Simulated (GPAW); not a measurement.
## VOF2 monolayer: a ladder in the plane-wave cutoff

Two starts of VOF2 monolayer are run at each rung of the plane-wave cutoff. Which rung is enough?

Program: GPAW 26.7.0. Level of theory: PBE with U = 3.2 eV on V d; plane waves with GPAW's PAW setups, scalar-relativistic. Results are calculated unless marked as measured.

Most raw output is cut from this account.

## (1) The starting structure

The cell holds 4 atoms: 1 V, 1 O and 2 F. Cell: a = 3.103 Å, b = 3.633 Å, c = 17.510 Å, α = 90.0°, β = 90.0°, γ = 90.0°. It derives from VOF2. one layer cut from the bulk crystal, unrelaxed, 15 A of vacuum. Vacuum lies along c.

Coordinates:

```cif
data_structure
_symmetry_space_group_name_H-M 'P 1'
_symmetry_Int_Tables_number 1
_cell_length_a 3.1029
_cell_length_b 3.6332
_cell_length_c 17.5098
_cell_angle_alpha 90.000
_cell_angle_beta 90.000
_cell_angle_gamma 90.000
_cell_volume 197.40
loop_
_atom_site_label
_atom_site_type_symbol
_atom_site_fract_x
_atom_site_fract_y
_atom_site_fract_z
_atom_site_occupancy
V1 V 0.51988 0.50000 0.50000 1
O2 O 0.51988 0.00000 0.50000 1
F3 F 0.01985 0.50000 0.57167 1
F4 F 0.01991 0.50000 0.42833 1
```

## (2) Rung 1 (250 eV), start ferro +

The ladder starts at a low cutoff and climbs, to see from where on the results stand still.

The input, order1.py:

```python
import json
import numpy as np
from ase import Atoms
from ase.parallel import paropen, parprint
from gpaw import GPAW

atoms = Atoms(['V', 'O', 'F', 'F'],
    cell=[[3.102883, 0.0, 0.0],
         [0.0, 3.633212, 0.0],
         [0.0, 0.0, 17.509763]],
    scaled_positions=[[0.519878, 0.5, 0.5],
         [0.519878, 0.0, 0.5],
         [0.019848, 0.5, 0.571668],
         [0.019909, 0.5, 0.428332]],
    pbc=True,
    magmoms=[2.0, 0.0, 0.0, 0.0])
atoms.calc = GPAW(mode={'name': 'pw', 'ecut': 250},
    xc='PBE',
    kpts={'size': (8, 8, 1), 'gamma': True},
    occupations={'name': 'fermi-dirac', 'width': 0.05},
    convergence={'density': 1e-05, 'energy': 1e-05},
    maxiter=200,
    setups={'V': ':d,3.2'},
    symmetry={'tolerance': 1e-4},
    txt='order1.txt')
e = atoms.get_potential_energy(force_consistent=True)
res = {'free_energy': e, 'energy_sigma0': atoms.get_potential_energy(), 'fermi_energy': atoms.calc.get_fermi_level()}
res['moments'] = atoms.get_magnetic_moments().tolist()
res['total'] = atoms.get_magnetic_moment()
parprint('site moments (muB):', np.round(res['moments'], 3))
parprint(f"total moment: {res['total']:.3f} muB")
parprint(f'free energy: {e:.6f} eV')
atoms.calc.write('order1.gpw')
with paropen('results.json', 'w') as f:
    json.dump(res, f)
```

The run is started by

```bash
$ OMP_NUM_THREADS=1 python3 order1.py > order1.log
```

It took 29 s on 1 MPI rank of Intel Xeon Platinum 8488C (Sapphire Rapids), shared host; peak memory 0.2 GiB.

Spin moment in the augmentation sphere by atom:

```tsv
atom	spin moment in the augmentation sphere (μB)
V1	1.06
O2	-0.07
F3	0.00
F4	0.00
```

Read from the output:

```yaml
magnetization: 1.0000 μB
final_state: ferromagnetic
```

After 15 cycles the largest moment stands at 1.06 μB.

## (3) Rung 1 (250 eV), start antiferro q=(0,1/2,0) +-

The second start gives the energy difference between the two end states, the quantity that is followed up the ladder. Its q is in fractions of the reciprocal vectors of the first run's cell.

The input, order2.py:

```python
import json
import numpy as np
from ase import Atoms
from ase.parallel import paropen, parprint
from gpaw import GPAW

atoms = Atoms(['V', 'V', 'O', 'O', 'F', 'F', 'F', 'F'],
    cell=[[3.102883, 0.0, 0.0],
         [0.0, 7.266424, 0.0],
         [0.0, 0.0, 17.509763]],
    scaled_positions=[[0.519878, 0.25, 0.5],
         [0.519878, 0.75, 0.5],
         [0.519878, 0.0, 0.5],
         [0.519878, 0.5, 0.5],
         [0.019848, 0.25, 0.571668],
         [0.019848, 0.75, 0.571668],
         [0.019909, 0.25, 0.428332],
         [0.019909, 0.75, 0.428332]],
    pbc=True,
    magmoms=[2.0, -2.0, 0.0, 0.0, 0.0, 0.0, 0.0, 0.0])
atoms.calc = GPAW(mode={'name': 'pw', 'ecut': 250},
    xc='PBE',
    kpts={'size': (8, 4, 1), 'gamma': True},
    occupations={'name': 'fermi-dirac', 'width': 0.05},
    convergence={'density': 1e-05, 'energy': 1e-05},
    maxiter=200,
    setups={'V': ':d,3.2'},
    symmetry={'tolerance': 1e-4},
    txt='order2.txt')
e = atoms.get_potential_energy(force_consistent=True)
res = {'free_energy': e, 'energy_sigma0': atoms.get_potential_energy(), 'fermi_energy': atoms.calc.get_fermi_level()}
res['moments'] = atoms.get_magnetic_moments().tolist()
res['total'] = atoms.get_magnetic_moment()
parprint('site moments (muB):', np.round(res['moments'], 3))
parprint(f"total moment: {res['total']:.3f} muB")
parprint(f'free energy: {e:.6f} eV')
atoms.calc.write('order2.gpw')
with paropen('results.json', 'w') as f:
    json.dump(res, f)
```

The run is started by

```bash
$ OMP_NUM_THREADS=1 python3 order2.py > order2.log
```

The job ended after 89 s (1 MPI rank; peak memory 0.3 GiB).

Spin moment in the augmentation sphere by atom:

```tsv
atom	spin moment in the augmentation sphere (μB)
V1	1.07
V2	-1.07
O3	0.00
O4	0.00
F5	0.01
F6	-0.01
F7	0.01
F8	-0.01
```

Read from the output:

| Quantity | Value |
| --- | --- |
| magnetization | 0 μB |
| final state | antiferromagnetic |

This start lies -84.4 meV a seeded atom from the first; its largest moment is 1.07 μB.

## (4) Rung 2 (325 eV), start ferro +

order1.py is the script of step 2 with these lines changed:

```diff
@@ -16,3 +16,3 @@
     magmoms=[2.0, 0.0, 0.0, 0.0])
-atoms.calc = GPAW(mode={'name': 'pw', 'ecut': 250},
+atoms.calc = GPAW(mode={'name': 'pw', 'ecut': 325},
     xc='PBE',
```

The run is started by

```bash
$ OMP_NUM_THREADS=1 python3 order1.py > order1.log
```

It took 45 s on 1 MPI rank; peak memory 0.24 GiB.

This step gave:

```
magnetization  : 1 μB
final state    : ferromagnetic
largest moment : 1.077 μB
```

The largest moment moves by +0.01 μB from rung 1, at 1.5 times its CPU time.

## (5) Rung 2 (325 eV), start antiferro q=(0,1/2,0) +-

order2.py is the script of step 3 with these lines changed:

```diff
@@ -20,3 +20,3 @@
     magmoms=[2.0, -2.0, 0.0, 0.0, 0.0, 0.0, 0.0, 0.0])
-atoms.calc = GPAW(mode={'name': 'pw', 'ecut': 250},
+atoms.calc = GPAW(mode={'name': 'pw', 'ecut': 325},
     xc='PBE',
```

The run is started by

```bash
$ OMP_NUM_THREADS=1 python3 order2.py > order2.log
```

Wall time 2.2 min (1 MPI rank); peak memory 0.39 GiB.

This step gave:

```yaml
magnetization: 0 μB
final_state: antiferromagnetic
largest_moment: 1.077 μB
```

This start lies +0.8 meV a seeded atom from the first, a change of +85.2 meV since rung 1; its largest moment is 1.08 μB.

## (6) Rung 3 (400 eV), start ferro +

order1.py is the script of step 4 with these lines changed:

```diff
@@ -16,3 +16,3 @@
     magmoms=[2.0, 0.0, 0.0, 0.0])
-atoms.calc = GPAW(mode={'name': 'pw', 'ecut': 325},
+atoms.calc = GPAW(mode={'name': 'pw', 'ecut': 400},
     xc='PBE',
```

The run is started by

```bash
$ OMP_NUM_THREADS=1 python3 order1.py > order1.log
```

The job ended after 71 s (1 MPI rank; peak memory 0.29 GiB).

Numbers from this step:

```
magnetization  : 1.000 μB
final state    : ferromagnetic
largest moment : 1.081 μB
```

The largest moment is that of rung 2, at 1.6 times its CPU time.

## (7) Rung 3 (400 eV), start antiferro q=(0,1/2,0) +-

order2.py is the script of step 5 with these lines changed:

```diff
@@ -20,3 +20,3 @@
     magmoms=[2.0, -2.0, 0.0, 0.0, 0.0, 0.0, 0.0, 0.0])
-atoms.calc = GPAW(mode={'name': 'pw', 'ecut': 325},
+atoms.calc = GPAW(mode={'name': 'pw', 'ecut': 400},
     xc='PBE',
```

The run is started by

```bash
$ OMP_NUM_THREADS=1 python3 order2.py > order2.log
```

It took 3.4 min on 1 MPI rank; peak memory 0.48 GiB.

This step gave:

```
magnetization  : 0 μB
final state    : antiferromagnetic
largest moment : 1.078 μB
```

This start lies -9.1 meV a seeded atom from the first, a change of -10.0 meV since rung 2; its largest moment is 1.08 μB.

## (8) Rung 4 (500 eV), start ferro +

order1.py is the script of step 6 with these lines changed:

```diff
@@ -16,3 +16,3 @@
     magmoms=[2.0, 0.0, 0.0, 0.0])
-atoms.calc = GPAW(mode={'name': 'pw', 'ecut': 400},
+atoms.calc = GPAW(mode={'name': 'pw', 'ecut': 500},
     xc='PBE',
```

The run is started by

```bash
$ OMP_NUM_THREADS=1 python3 order1.py > order1.log
```

The job ended after 1.7 min (1 MPI rank; peak memory 0.36 GiB).

This step gave:

```
magnetization  : 1.000 μB
final state    : ferromagnetic
largest moment : 1.081 μB
```

The largest moment is that of rung 3, at 1.4 times its CPU time.

## (9) Rung 4 (500 eV), start antiferro q=(0,1/2,0) +-

order2.py is the script of step 7 with these lines changed:

```diff
@@ -20,3 +20,3 @@
     magmoms=[2.0, -2.0, 0.0, 0.0, 0.0, 0.0, 0.0, 0.0])
-atoms.calc = GPAW(mode={'name': 'pw', 'ecut': 400},
+atoms.calc = GPAW(mode={'name': 'pw', 'ecut': 500},
     xc='PBE',
```

The run is started by

```bash
$ OMP_NUM_THREADS=1 python3 order2.py > order2.log
```

Elapsed: 5.1 min, on 1 MPI rank; peak memory 0.64 GiB.

Numbers from this step:

* magnetization: 0 μB
* final state: antiferromagnetic
* largest moment: 1.078 μB

This start lies +1.2 meV a seeded atom from the first, a change of +10.4 meV since rung 3; its largest moment is 1.08 μB.

## (10) Rung 5 (650 eV), start ferro +

order1.py is the script of step 8 with these lines changed:

```diff
@@ -16,3 +16,3 @@
     magmoms=[2.0, 0.0, 0.0, 0.0])
-atoms.calc = GPAW(mode={'name': 'pw', 'ecut': 500},
+atoms.calc = GPAW(mode={'name': 'pw', 'ecut': 650},
     xc='PBE',
```

The run is started by

```bash
$ OMP_NUM_THREADS=1 python3 order1.py > order1.log
```

It took 2.6 min on 1 MPI rank; peak memory 0.47 GiB.

This step gave:

| Quantity | Value |
| --- | --- |
| magnetization | 1 μB |
| final state | ferromagnetic |
| largest moment | 1.081 μB |

The largest moment is that of rung 4, at 1.5 times its CPU time.

## (11) Rung 5 (650 eV), start antiferro q=(0,1/2,0) +-

order2.py is the script of step 9 with these lines changed:

```diff
@@ -20,3 +20,3 @@
     magmoms=[2.0, -2.0, 0.0, 0.0, 0.0, 0.0, 0.0, 0.0])
-atoms.calc = GPAW(mode={'name': 'pw', 'ecut': 500},
+atoms.calc = GPAW(mode={'name': 'pw', 'ecut': 650},
     xc='PBE',
```

The run is started by

```bash
$ OMP_NUM_THREADS=1 python3 order2.py > order2.log
```

Elapsed: 7.7 min, on 1 MPI rank; peak memory 0.88 GiB.

This step gave:

```
magnetization  : 0 μB
final state    : antiferromagnetic
largest moment : 1.077 μB
```

This start lies +1.1 meV a seeded atom from the first, a change of -0.1 meV since rung 4; its largest moment is 1.08 μB.

## (12) Rung 6 (800 eV), start ferro +

order1.py is the script of step 10 with these lines changed:

```diff
@@ -16,3 +16,3 @@
     magmoms=[2.0, 0.0, 0.0, 0.0])
-atoms.calc = GPAW(mode={'name': 'pw', 'ecut': 650},
+atoms.calc = GPAW(mode={'name': 'pw', 'ecut': 800},
     xc='PBE',
```

The run is started by

```bash
$ OMP_NUM_THREADS=1 python3 order1.py > order1.log
```

Run time: 3.5 min. Hardware: 1 MPI rank; peak memory 0.58 GiB.

This step gave:

* magnetization: 1 μB
* final state: ferromagnetic
* largest moment: 1.081 μB

The largest moment is that of rung 5, at 1.4 times its CPU time.

## (13) Rung 6 (800 eV), start antiferro q=(0,1/2,0) +-

order2.py is the script of step 11 with these lines changed:

```diff
@@ -20,3 +20,3 @@
     magmoms=[2.0, -2.0, 0.0, 0.0, 0.0, 0.0, 0.0, 0.0])
-atoms.calc = GPAW(mode={'name': 'pw', 'ecut': 650},
+atoms.calc = GPAW(mode={'name': 'pw', 'ecut': 800},
     xc='PBE',
```

The run is started by

```bash
$ OMP_NUM_THREADS=1 python3 order2.py > order2.log
```

Run time: 9.7 min. Hardware: 1 MPI rank; peak memory 1.1 GiB.

Read from the output:

- magnetization: 0 μB
- final state: antiferromagnetic
- largest moment: 1.077 μB

This start lies +1.3 meV a seeded atom from the first, a change of +0.1 meV since rung 5; its largest moment is 1.08 μB.

## (14) Side by side

Ladder, by row:

```tsv
rung	cutoff (eV)	state from the first start	state from the second start	second less first (meV a seeded atom)	moment, first (μB)	moment, second (μB)	CPU time (s)
1	250	ferromagnetic	antiferromagnetic	-84.41	1.064	1.069	118.3
2	325	ferromagnetic	antiferromagnetic	0.8304	1.077	1.077	176.6
3	400	ferromagnetic	antiferromagnetic	-9.132	1.081	1.078	275.1
4	500	ferromagnetic	antiferromagnetic	1.222	1.081	1.078	404
5	650	ferromagnetic	antiferromagnetic	1.113	1.081	1.077	619
6	800	ferromagnetic	antiferromagnetic	1.254	1.081	1.077	793.7
```

## (15) Results

| Quantity | Value |
| --- | --- |
| range of the moment in the table, first start | 1.06 to 1.08 μB |
| range of CPU time | 2 min to 13 min |
| range of the energy difference | -84.4 to 1.25 meV a seeded atom |
| first rung from which all stay within 2 meV of the last | 4 |

From rung 4 on the result stays within 0.14 meV of the last rung, inside the margin of 2 meV set for it, at 51 % of the last rung's cost. The sign of the difference changes along the ladder, so the order that comes out lowest hangs on the rung. The difference itself is smaller than the margin, so which start is lower is not settled. Under a U a part-filled d shell can order its orbitals; no such lower state was searched for, and the cell's symmetry can forbid it.

[Logs and program files are shortened in this print: banners, set-up blocks, solver, clock and traceback lines can be left out without a mark of their own.]

[Logs are printed without paths, hosts, clocks, repeated set-up lines and the standing remarks that a program may print on its own settings, such as how far it seeks lower states.]

[Hosts, paths, dates, database ids (printed as entryN), source tags and the programs' standing remarks are cut or masked in the printed files.]

[Where a cell is said to come from a database of computed structures, the database is the Materials Project.]
